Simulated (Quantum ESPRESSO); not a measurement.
## MnSi: which magnetic order is lowest: run 2, typed as antiferro ++−−

Quantum ESPRESSO 7.5; PBE; plane waves with GBRV 1.5 PBE potentials, no spin-orbit coupling.

The database entry behind the starting cell differs from later determinations by our own check (0.1 to 0.3 % short, probably kX units), so it need not match the best structure at ambient conditions.

The input, pw.in:

```
&CONTROL
  calculation = 'scf'
  prefix = 'pwscf'
  outdir = './tmp'
  pseudo_dir = './pseudo'
  disk_io = 'nowf'
/
&SYSTEM
  ibrav = 0
  celldm(1) = 8
  nat = 8
  ntyp = 3
  ecutwfc = 40
  ecutrho = 280
  nbnd = 50
  occupations = 'smearing'
  smearing = 'fd'
  degauss = 0.00367493
  nspin = 2
  starting_magnetization(1) = 0.2333
  starting_magnetization(2) = -0.2333
  starting_magnetization(3) = 0
/
&ELECTRONS
  conv_thr = 1.6d-08
  electron_maxstep = 150
  mixing_beta = 0.3
/
ATOMIC_SPECIES
Mn1    54.9380 mn_pbe_v1.5.uspp.F.UPF
Mn2    54.9380 mn_pbe_v1.5.uspp.F.UPF
Si     28.0850 si_pbe_v1.uspp.F.UPF
CELL_PARAMETERS alat
   1.0743093018498    0.0000000000000    0.0000000000000
   0.0000000000000    1.0743093018498    0.0000000000000
   0.0000000000000    0.0000000000000    1.0743093018498
ATOMIC_POSITIONS crystal
Mn1     0.1380000000    0.1380000000    0.1380000000
Mn1     0.3620000000    0.8620000000    0.6380000000
Mn2     0.6380000000    0.3620000000    0.8620000000
Mn2     0.8620000000    0.6380000000    0.3620000000
Si      0.8460000000    0.8460000000    0.8460000000
Si      0.6540000000    0.1540000000    0.3460000000
Si      0.3460000000    0.6540000000    0.1540000000
Si      0.1540000000    0.3460000000    0.6540000000
K_POINTS automatic
8 8 8 0 0 0
```

Launch:

```sh
$ OMP_NUM_THREADS=1 mpirun -n 4 pw.x -nk 4 -in pw.in > pw.out
```

**Question.** What does this run give for the spin moment in the atom's sphere?

Opposed moments of equal size cancel, so the cell has no net moment. Symmetry leaves 2 kinds of site among the 8 atoms, and equivalent atoms carry values of equal size.

Spin density in the ac plane at fractional y = 0.138, with atoms of Mn and Si within 0.2 Å of it.

Valence density in the ac plane at fractional y = 0.138, with atoms of Mn and Si within 0.2 Å of it. It is the smooth field of the valence electrons, not physical close to the nuclei.

Spin moment in the atom's sphere by atom:

```tsv
atom	spin moment in the atom's sphere (μB)
Mn1	0.574
Mn2	0.574
Mn3	-0.573
Mn4	-0.573
Si5	0.001
Si6	0.001
Si7	-0.001
Si8	-0.001
```

Numbers from this step:

```
magnetization          : 0 μB
absolute magnetization : 2.605 μB
final state            : antiferromagnetic
```

Ten even steps from '0' (-0.02 e/Å³) to '9' (0.88 e/Å³), each cell a mean:
```
00000000000000
00000000000000
00000000000000
00000000000000
00000000000000
00000000000000
00000000000000
00000000000000
00000000000000
01100000000000
14620000000000
27941000000000
16930000000000
02410000000000
```
Columns run along a (4.5 Å), rows up along c (4.5 Å). Atoms in or near the plane, at fractional coordinates: Mn at (0.14, 0.14), Si at (0.65, 0.35).

Ten steps, logarithmic in the rise over the least value, from '0' (0 e/Å³) to '9' (16 e/Å³), each cell a mean:
```
22321000111111
11111001121111
11111111111111
11121111111100
11122111111000
01121111111000
01111112211100
01111112000110
11211111140111
34532111130121
58973111101222
79995211111113
79984111111112
47752100111112
```
Columns run along a (4.5 Å), rows up along c (4.5 Å). Atoms in or near the plane, at fractional coordinates: Mn at (0.14, 0.14), Si at (0.65, 0.35).

[Logs and program files are shortened in this print: banners, set-up blocks, solver, clock and traceback lines can be left out without a mark of their own.]

[Logs are printed without paths, hosts, clocks, repeated set-up lines and the standing remarks that a program may print on its own settings, such as how far it seeks lower states.]

[Hosts, paths, dates, database ids (printed as entryN), source tags and the programs' standing remarks are cut or masked in the printed files.]

[Where a cell is said to come from a database of computed structures, the database is the Materials Project.]
